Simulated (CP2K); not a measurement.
Two runs for the N K edge of pyrazine. Run A: CP2K XAS_TDP, all-electron GAPW, PBEh(45%), aug-cc-pVDZ, TDA, no relativity. Run B differs in one setting.

First lines with a strength over 0.0015. A:

| atom | energy (eV) | states | strength, one atom |
| --- | --- | --- | --- |
| N3 (bonded to 2 C), 2 alike | 394.51 | 1 | 0.0540 |
|  | 400.65 | 1 | 0.0020 |
|  | 401.59 | 1 | 0.0065 |
|  | 402.45 | 1 | 0.0049 |
|  | 402.46 | 1 | 0.0021 |

B:

| atom | energy (eV) | states | strength, one atom |
| --- | --- | --- | --- |
| N3 (bonded to 2 C), 2 alike | 399.48 | 1 | 0.0533 |
|  | 405.62 | 1 | 0.0019 |
|  | 406.55 | 1 | 0.0064 |
|  | 407.41 | 1 | 0.0049 |
|  | 407.42 | 1 | 0.0021 |

Question: Which was it: the functional, scalar relativity switched on, GW2X switched on, the basis?

GW2X switched on. GW2X shifts an atom's lines together and keeps their spacings. Against PBEh(45%) in aug-cc-pVDZ, the leading line moves by +4.97 eV, to 399.48 eV.

[Hosts, paths, dates, database ids (printed as entryN), source tags and the programs' standing remarks are cut or masked in the printed files.]
